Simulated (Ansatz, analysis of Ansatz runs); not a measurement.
## A hop of N in Al3GaN4 (Pm), charge +3

Aim: the barrier of one jump in Al3GaN4 (Pm) at charge +3: V_N hop (3.1 Å). The model is a cell of 96 host atoms with 1 N taken out; N is the atom that moves.

Calculated with Ansatz 0.2.0; plane-wave PAW DFT, PBEsol; nudged elastic band between two relaxed defect structures at fixed charge in a uniform background.

Most raw output is cut from this account.

**1. Set-up**

The cell holds 95 atoms: 36 Al, 12 Ga and 47 N. Its edges and angles: a = 10.087 Å, b = 9.390 Å, c = 10.836 Å, α = 90.0°, β = 90.0°, γ = 90.0°. It derives from Al3GaN4 (space group Pm). Nearest the centre at fractional (0.437, 0.500, 0.502): Al66 at 1.12 Å, N23 at 1.54 Å, Al25 at 2.08 Å, Al75 at 2.45 Å, Al90 at 2.45 Å, N32 at 2.67 Å, N48 at 2.67 Å, N84 at 2.69 Å. The cell carries charge +3.

The cell's shortest repeat is 9.4 Å.

**2. Relaxation of the start point, charge +3**

A barrier is counted from a minimum, so both ends are relaxed first. Small random displacements break the symmetry of the ideal sites, so that the defect can distort if it gains by it. The charge of +3 is set by the electron count, and a uniform background keeps the cell neutral.

qp3.start/input.yaml reads:

```yaml
crystal:
  lattice:
    - [10.08692303, 0.0, 0.00025291]
    - [0.0, 9.39015873, 0.0]
    - [-0.00644803, 0.0, 10.83602103]
  atoms:
    - { symbol: Al, position: [0.25011431, 0.16666667, 0.08366544] }
    - { symbol: Al, position: [0.00045971, 0.16666667, 0.41740264] }
    - { symbol: Al, position: [0.00054365, 0.0, 0.16584605] }
    - { symbol: Ga, position: [0.24970977, 0.0, 0.33310103] }
    - { symbol: "N", position: [0.05558724, 0.0, 0.33316332] }
    - { symbol: "N", position: [0.06122767, 0.16666667, 0.08357752] }
    - { symbol: "N", position: [0.31256197, 0.16666667, 0.4200968] }
    - { symbol: "N", position: [0.31159519, 0.0, 0.16314769] }
    - { symbol: Al, position: [0.25011431, 0.16666667, 0.58366544] }
    - { symbol: Al, position: [0.00045971, 0.16666667, 0.91740264] }
    - { symbol: Al, position: [0.00054365, 0.0, 0.66584605] }
    - { symbol: Ga, position: [0.24970977, 0.0, 0.83310103] }
    - { symbol: "N", position: [0.05558724, 0.0, 0.83316332] }
    - { symbol: "N", position: [0.06122767, 0.16666667, 0.58357752] }
    - { symbol: "N", position: [0.31256197, 0.16666667, 0.9200968] }
    - { symbol: "N", position: [0.31159519, 0.0, 0.66314769] }
    - { symbol: Al, position: [0.25011431, 0.5, 0.08366544] }
    - { symbol: Al, position: [0.00045971, 0.5, 0.41740264] }
    - { symbol: Al, position: [0.00054365, 0.33333333, 0.16584605] }
    - { symbol: Ga, position: [0.24970977, 0.33333333, 0.33310103] }
    - { symbol: "N", position: [0.05558724, 0.33333333, 0.33316332] }
    - { symbol: "N", position: [0.06122767, 0.5, 0.08357752] }
    - { symbol: "N", position: [0.31256197, 0.5, 0.4200968] }
    - { symbol: "N", position: [0.31159519, 0.33333333, 0.16314769] }
    - { symbol: Al, position: [0.25011431, 0.5, 0.58366544] }
    - { symbol: Al, position: [0.00045971, 0.5, 0.91740264] }
    - { symbol: Al, position: [0.00054365, 0.33333333, 0.66584605] }
    - { symbol: Ga, position: [0.24970977, 0.33333333, 0.83310103] }
    - { symbol: "N", position: [0.05558724, 0.33333333, 0.83316332] }
    - { symbol: "N", position: [0.06122767, 0.5, 0.58357752] }
    - { symbol: "N", position: [0.31256197, 0.5, 0.9200968] }
    - { symbol: "N", position: [0.31159519, 0.33333333, 0.66314769] }
    - { symbol: Al, position: [0.25011431, 0.83333333, 0.08366544] }
    - { symbol: Al, position: [0.00045971, 0.83333333, 0.41740264] }
    - { symbol: Al, position: [0.00054365, 0.66666667, 0.16584605] }
    - { symbol: Ga, position: [0.24970977, 0.66666667, 0.33310103] }
    - { symbol: "N", position: [0.05558724, 0.66666667, 0.33316332] }
    - { symbol: "N", position: [0.06122767, 0.83333333, 0.08357752] }
    - { symbol: "N", position: [0.31256197, 0.83333333, 0.4200968] }
    - { symbol: "N", position: [0.31159519, 0.66666667, 0.16314769] }
    - { symbol: Al, position: [0.25011431, 0.83333333, 0.58366544] }
    - { symbol: Al, position: [0.00045971, 0.83333333, 0.91740264] }
    - { symbol: Al, position: [0.00054365, 0.66666667, 0.66584605] }
    - { symbol: Ga, position: [0.24970977, 0.66666667, 0.83310103] }
    - { symbol: "N", position: [0.05558724, 0.66666667, 0.83316332] }
    - { symbol: "N", position: [0.06122767, 0.83333333, 0.58357752] }
    - { symbol: "N", position: [0.31256197, 0.83333333, 0.9200968] }
    - { symbol: "N", position: [0.31159519, 0.66666667, 0.66314769] }
    - { symbol: Al, position: [0.75011431, 0.16666667, 0.08366544] }
    - { symbol: Al, position: [0.50045971, 0.16666667, 0.41740264] }
    - { symbol: Al, position: [0.50054365, 0.0, 0.16584605] }
    - { symbol: Ga, position: [0.74970977, 0.0, 0.33310103] }
    - { symbol: "N", position: [0.55558724, 0.0, 0.33316332] }
    - { symbol: "N", position: [0.56122767, 0.16666667, 0.08357752] }
    - { symbol: "N", position: [0.81256197, 0.16666667, 0.4200968] }
    - { symbol: "N", position: [0.81159519, 0.0, 0.16314769] }
    - { symbol: Al, position: [0.75011431, 0.16666667, 0.58366544] }
    - { symbol: Al, position: [0.50045971, 0.16666667, 0.91740264] }
    - { symbol: Al, position: [0.50054365, 0.0, 0.66584605] }
    - { symbol: Ga, position: [0.74970977, 0.0, 0.83310103] }
    - { symbol: "N", position: [0.55558724, 0.0, 0.83316332] }
    - { symbol: "N", position: [0.56122767, 0.16666667, 0.58357752] }
    - { symbol: "N", position: [0.81256197, 0.16666667, 0.9200968] }
    - { symbol: "N", position: [0.81159519, 0.0, 0.66314769] }
    - { symbol: Al, position: [0.75011431, 0.5, 0.08366544] }
    - { symbol: Al, position: [0.50045971, 0.5, 0.41740264] }
    - { symbol: Al, position: [0.50054365, 0.33333333, 0.16584605] }
    - { symbol: Ga, position: [0.74970977, 0.33333333, 0.33310103] }
    - { symbol: "N", position: [0.55558724, 0.33333333, 0.33316332] }
    - { symbol: "N", position: [0.56122767, 0.5, 0.08357752] }
    - { symbol: "N", position: [0.81256197, 0.5, 0.4200968] }
    - { symbol: "N", position: [0.81159519, 0.33333333, 0.16314769] }
    - { symbol: Al, position: [0.75011431, 0.5, 0.58366544] }
    - { symbol: Al, position: [0.50045971, 0.5, 0.91740264] }
    - { symbol: Al, position: [0.50054365, 0.33333333, 0.66584605] }
    - { symbol: Ga, position: [0.74970977, 0.33333333, 0.83310103] }
    - { symbol: "N", position: [0.55558724, 0.33333333, 0.83316332] }
    - { symbol: "N", position: [0.81256197, 0.5, 0.9200968] }
    - { symbol: "N", position: [0.81159519, 0.33333333, 0.66314769] }
    - { symbol: Al, position: [0.75011431, 0.83333333, 0.08366544] }
    - { symbol: Al, position: [0.50045971, 0.83333333, 0.41740264] }
    - { symbol: Al, position: [0.50054365, 0.66666667, 0.16584605] }
    - { symbol: Ga, position: [0.74970977, 0.66666667, 0.33310103] }
    - { symbol: "N", position: [0.55558724, 0.66666667, 0.33316332] }
    - { symbol: "N", position: [0.56122767, 0.83333333, 0.08357752] }
    - { symbol: "N", position: [0.81256197, 0.83333333, 0.4200968] }
    - { symbol: "N", position: [0.81159519, 0.66666667, 0.16314769] }
    - { symbol: Al, position: [0.75011431, 0.83333333, 0.58366544] }
    - { symbol: Al, position: [0.50045971, 0.83333333, 0.91740264] }
    - { symbol: Al, position: [0.50054365, 0.66666667, 0.66584605] }
    - { symbol: Ga, position: [0.74970977, 0.66666667, 0.83310103] }
    - { symbol: "N", position: [0.55558724, 0.66666667, 0.83316332] }
    - { symbol: "N", position: [0.56122767, 0.83333333, 0.58357752] }
    - { symbol: "N", position: [0.81256197, 0.83333333, 0.9200968] }
    - { symbol: "N", position: [0.81159519, 0.66666667, 0.66314769] }
total_charge: 3
basis:
  ecutwfc: 420
  xc_grid: 2
hamiltonian:
  xc: pbesol
kpoints:
  mp_grid: { grid: [1, 1, 1], shift: [0.25, 0.25, 0.25] }
scf:
  occupations: { method: fixed }
  max_iter: 150
output:
  forces: true
relax:
  f_tol: 0.02
  max_steps: 70
  random_displacement: { amplitude: 0.03, seed: 4648 }
```

Launch:

```bash
$ ansatz run input.yaml --threads 32 --pin off --max-ram 84787MiB --backend cuda --events-out ev --progress --plain --runs-dir out --max-vram 78GiB
```

Elapsed: 6.6 s, on 1 × NVIDIA GB200 with 32 threads of Arm Neoverse V2, shared host; peak memory 1.5 GiB.

Relaxation path:

| step | energy less that of the first step (eV) | largest force component (eV/Å) |
| --- | --- | --- |
| 1 | 0.0000 | 1.2377 |
| 2 | -0.9567 | 1.2365 |
| 3 | -2.3298 | 1.1545 |
| 4 | -2.7195 | 0.4538 |
| 5 | -2.8207 | 0.2227 |
| 6 | -2.8365 | 0.1663 |
| 7 | -2.8462 | 0.0466 |
| 8 | -2.8470 | 0.0089 |

The atoms that moved most (Å, from the sites as typed, ahead of the random displacement, the mean shift of all atoms taken out):

| atom | dx | dy | dz | length |
| --- | --- | --- | --- | --- |
| Al73 | 0.634 | 0.000 | 0.002 | 0.634 |
| Al66 | -0.167 | 0.001 | -0.411 | 0.444 |
| Al75 | -0.164 | -0.328 | 0.200 | 0.417 |
| Al90 | -0.164 | 0.327 | 0.199 | 0.417 |
| N30 | -0.119 | 0.000 | -0.001 | 0.119 |
| Al18 | 0.036 | 0.000 | -0.088 | 0.095 |
| Al27 | 0.043 | -0.071 | 0.045 | 0.094 |
| Al43 | 0.043 | 0.071 | 0.044 | 0.094 |

Neighbours of N23 at the end:

| atom | distance (Å) |
| --- | --- |
| Al66 | 1.826 |
| Al25 | 1.876 |
| Ga36 | 1.982 |
| Ga20 | 1.983 |
| N48 | 3.049 |
| N32 | 3.050 |
| Al18 | 3.073 |
| N69 | 3.111 |
| N84 | 3.111 |
| N39 | 3.133 |
| N7 | 3.134 |
| N30 | 3.151 |
| N37 | 3.154 |
| N21 | 3.154 |

Read from the output:

| Item | Value |
| --- | --- |
| free energy | -81731.5604 eV |
| r.m.s. move of the farther half of the atoms | 0.02293 Å |
| largest move from the ideal geometry of this structure, a common shift of the far atoms taken out | 0.6294 Å |

The relaxation gained 2.847 eV and ended with a largest force component of 0.0089 eV/Å.

**3. Relaxation of the end point, charge +3**

The end point is relaxed in the same cell and settings, so that the two energies compare. Atoms more than 3.2 Å from the middle of the hop start where the first relaxation left them, the nearer ones on or close to their ideal places, with small random displacements.

qp3.end/input.yaml reads:

```yaml
crystal:
  lattice:
    - [10.08692303, 0.0, 0.00025291]
    - [0.0, 9.39015873, 0.0]
    - [-0.00644803, 0.0, 10.83602103]
  atoms:
    - { symbol: Al, position: [0.24962404, 0.16600135, 0.08335055] }
    - { symbol: Al, position: [-0.00117985, 0.16578976, 0.41603142] }
    - { symbol: Al, position: [0.00067805, 0.00015977, 0.16566415] }
    - { symbol: Ga, position: [0.24835245, 0.0001294, 0.3312222] }
    - { symbol: "N", position: [0.05517305, 0.00017607, 0.33294957] }
    - { symbol: "N", position: [0.06148322, 0.16638953, 0.08313304] }
    - { symbol: "N", position: [0.31193516, 0.16648628, 0.41949494] }
    - { symbol: "N", position: [0.31207076, 0.00012716, 0.16265364] }
    - { symbol: Al, position: [0.24681919, 0.16335317, 0.58061526] }
    - { symbol: Al, position: [-0.00012426, 0.1652459, 0.91841505] }
    - { symbol: Al, position: [-0.00137979, 0.00015526, 0.66611556] }
    - { symbol: Ga, position: [0.24861875, 0.00014998, 0.83296739] }
    - { symbol: "N", position: [0.05538718, 0.00018361, 0.83222118] }
    - { symbol: "N", position: [0.06045169, 0.16508005, 0.58249086] }
    - { symbol: "N", position: [0.31358176, 0.16672496, 0.91917362] }
    - { symbol: "N", position: [0.31308577, 0.00011853, 0.6625325] }
    - { symbol: Al, position: [0.24917791, 0.50011754, 0.08454227] }
    - { symbol: Al, position: [0.00369379, 0.5001941, 0.40885071] }
    - { symbol: Al, position: [-0.00017561, 0.33271048, 0.16360193] }
    - { symbol: Ga, position: [0.24970977, 0.33333333, 0.33310103] }
    - { symbol: "N", position: [0.05506058, 0.33186707, 0.33138832] }
    - { symbol: "N", position: [0.06090139, 0.50016159, 0.08347911] }
    - { symbol: "N", position: [0.561293, 0.5, 0.583587] }
    - { symbol: "N", position: [0.31243521, 0.33338809, 0.16304848] }
    - { symbol: Al, position: [0.25011431, 0.5, 0.58366544] }
    - { symbol: Al, position: [-0.00081417, 0.50017602, 0.91853899] }
    - { symbol: Al, position: [0.00443, 0.32595001, 0.66953488] }
    - { symbol: Ga, position: [0.24638725, 0.33382552, 0.838] }
    - { symbol: "N", position: [0.05513057, 0.33306201, 0.83482462] }
    - { symbol: "N", position: [0.04909929, 0.50016851, 0.58307602] }
    - { symbol: "N", position: [0.3122471, 0.5002058, 0.92049359] }
    - { symbol: "N", position: [0.31159519, 0.33333333, 0.66314769] }
    - { symbol: Al, position: [0.24962129, 0.83423661, 0.08333386] }
    - { symbol: Al, position: [-0.00118854, 0.8345765, 0.41601673] }
    - { symbol: Al, position: [-0.00019032, 0.66761643, 0.16359659] }
    - { symbol: Ga, position: [0.24970977, 0.66666667, 0.33310103] }
    - { symbol: "N", position: [0.05506406, 0.66851201, 0.33137759] }
    - { symbol: "N", position: [0.06147576, 0.83393169, 0.08312969] }
    - { symbol: "N", position: [0.31194845, 0.83387232, 0.41952373] }
    - { symbol: "N", position: [0.31243661, 0.66686884, 0.16302568] }
    - { symbol: Al, position: [0.24678536, 0.8368343, 0.58064591] }
    - { symbol: Al, position: [-0.00012737, 0.83513258, 0.9184159] }
    - { symbol: Al, position: [0.00440767, 0.6743433, 0.6695223] }
    - { symbol: Ga, position: [0.24635306, 0.66644178, 0.83799812] }
    - { symbol: "N", position: [0.05508923, 0.66729213, 0.83482559] }
    - { symbol: "N", position: [0.06040691, 0.83522126, 0.58248993] }
    - { symbol: "N", position: [0.3135519, 0.83369281, 0.91914497] }
    - { symbol: "N", position: [0.31159519, 0.66666667, 0.66314769] }
    - { symbol: Al, position: [0.75163752, 0.16581639, 0.08370085] }
    - { symbol: Al, position: [0.4984085, 0.16599567, 0.41536959] }
    - { symbol: Al, position: [0.50033429, 0.0001698, 0.16697352] }
    - { symbol: Ga, position: [0.74969782, 0.00012875, 0.33209824] }
    - { symbol: "N", position: [0.55558207, 0.0001626, 0.33392659] }
    - { symbol: "N", position: [0.56261337, 0.16496332, 0.08373083] }
    - { symbol: "N", position: [0.81107196, 0.16734054, 0.41968804] }
    - { symbol: "N", position: [0.81210709, 0.00012353, 0.16342894] }
    - { symbol: Al, position: [0.75132791, 0.16661702, 0.58253326] }
    - { symbol: Al, position: [0.50076776, 0.16322622, 0.92098241] }
    - { symbol: Al, position: [0.50120872, 0.00015202, 0.6648897] }
    - { symbol: Ga, position: [0.75054207, 0.00014921, 0.83288153] }
    - { symbol: "N", position: [0.5555292, 0.0002086, 0.83130209] }
    - { symbol: "N", position: [0.56109846, 0.16793697, 0.5821162] }
    - { symbol: "N", position: [0.81206095, 0.1665116, 0.9196053] }
    - { symbol: "N", position: [0.80975685, 0.00015773, 0.6623278] }
    - { symbol: Al, position: [0.75030547, 0.50011728, 0.08365145] }
    - { symbol: Al, position: [0.50045971, 0.5, 0.41740264] }
    - { symbol: Al, position: [0.50074962, 0.33058396, 0.16075833] }
    - { symbol: Ga, position: [0.7509889, 0.33217928, 0.33122022] }
    - { symbol: "N", position: [0.55558724, 0.33333333, 0.33316332] }
    - { symbol: "N", position: [0.56081473, 0.50015754, 0.08346504] }
    - { symbol: "N", position: [0.81314951, 0.50018516, 0.41606472] }
    - { symbol: "N", position: [0.81102377, 0.33341217, 0.16242785] }
    - { symbol: Al, position: [0.81258818, 0.50010661, 0.58346201] }
    - { symbol: Al, position: [0.49880309, 0.50018072, 0.91869131] }
    - { symbol: Al, position: [0.50054365, 0.33333333, 0.66584605] }
    - { symbol: Ga, position: [0.7511745, 0.33312899, 0.83461955] }
    - { symbol: "N", position: [0.55601897, 0.33364752, 0.83437499] }
    - { symbol: "N", position: [0.81126745, 0.50018116, 0.91949361] }
    - { symbol: "N", position: [0.81284175, 0.33062724, 0.66489896] }
    - { symbol: Al, position: [0.75163139, 0.83441842, 0.08369065] }
    - { symbol: Al, position: [0.49843601, 0.8343636, 0.41538938] }
    - { symbol: Al, position: [0.50075238, 0.66975184, 0.16075353] }
    - { symbol: Ga, position: [0.7509725, 0.66809667, 0.33122465] }
    - { symbol: "N", position: [0.55558724, 0.66666667, 0.33316332] }
    - { symbol: "N", position: [0.56260592, 0.83535455, 0.08371352] }
    - { symbol: "N", position: [0.811098, 0.83303964, 0.41967808] }
    - { symbol: "N", position: [0.81101501, 0.66684779, 0.16241846] }
    - { symbol: Al, position: [0.75137169, 0.83362157, 0.58252666] }
    - { symbol: Al, position: [0.50073775, 0.83719375, 0.92095486] }
    - { symbol: Al, position: [0.50054365, 0.66666667, 0.66584605] }
    - { symbol: Ga, position: [0.75118166, 0.66714292, 0.83462902] }
    - { symbol: "N", position: [0.55603066, 0.66671387, 0.83435664] }
    - { symbol: "N", position: [0.56116501, 0.83232712, 0.58215678] }
    - { symbol: "N", position: [0.81204053, 0.83387641, 0.91959246] }
    - { symbol: "N", position: [0.8128095, 0.66960301, 0.66488719] }
total_charge: 3
basis:
  ecutwfc: 420
  xc_grid: 2
hamiltonian:
  xc: pbesol
kpoints:
  mp_grid: { grid: [1, 1, 1], shift: [0.25, 0.25, 0.25] }
scf:
  occupations: { method: fixed }
  max_iter: 150
output:
  forces: true
relax:
  f_tol: 0.02
  max_steps: 70
  random_displacement: { amplitude: 0.01, seed: 4648 }
```

It took 4.9 s on 1 × NVIDIA GB200 with 32 threads; peak memory 1.4 GiB.

Relaxation path:

| step | energy less that of the first step (eV) | largest force component (eV/Å) |
| --- | --- | --- |
| 1 | 0.0000 | 2.4360 |
| 2 | -1.3113 | 1.8874 |
| 3 | -2.6103 | 1.4429 |
| 4 | -3.3609 | 0.8433 |
| 5 | -3.5751 | 0.2052 |
| 6 | -3.5871 | 0.1606 |
| 7 | -3.5921 | 0.0500 |
| 8 | -3.5931 | 0.0142 |

The atoms that moved most (Å, from the sites as typed, ahead of the random displacement):

| atom | dx | dy | dz | length |
| --- | --- | --- | --- | --- |
| Al66 | 0.610 | 0.002 | -0.007 | 0.610 |
| Al73 | -0.586 | 0.000 | 0.081 | 0.591 |
| Al25 | -0.144 | 0.001 | 0.371 | 0.398 |
| Ga36 | -0.128 | 0.277 | -0.178 | 0.353 |
| Ga20 | -0.128 | -0.274 | -0.177 | 0.351 |
| Al18 | -0.090 | 0.000 | 0.096 | 0.132 |
| N71 | -0.113 | 0.000 | 0.041 | 0.120 |
| N30 | 0.088 | 0.000 | -0.003 | 0.089 |

Neighbours of N23 at the end:

| atom | distance (Å) |
| --- | --- |
| Al66 | 1.829 |
| Al75 | 1.902 |
| Al90 | 1.902 |
| Al73 | 1.931 |
| N71 | 3.004 |
| N95 | 3.082 |
| N79 | 3.083 |
| N48 | 3.090 |
| N32 | 3.091 |
| N77 | 3.104 |
| N92 | 3.104 |
| N62 | 3.127 |
| N93 | 3.127 |

Numbers from this step:

```yaml
free_energy: -81732.3763 eV
r_m_s_move_of_the_farther_half_of_the_atoms: 0.02343 Å
largest_move_from_the_ideal_geometry_of_this_structure_a_common_shift_of_the_far_atoms_taken_out: 0.6093 Å
```

The relaxation gained 3.593 eV and ended with a largest force component of 0.014 eV/Å. The end lies 0.816 eV below the start.

(Part 1 of 3 ends here.)

[Logs are printed without paths, hosts, clocks, repeated set-up lines and the standing remarks that a program may print on its own settings, such as how far it seeks lower states.]

[Hosts, paths, dates, database ids (printed as entryN), source tags and the programs' standing remarks are cut or masked in the printed files.]
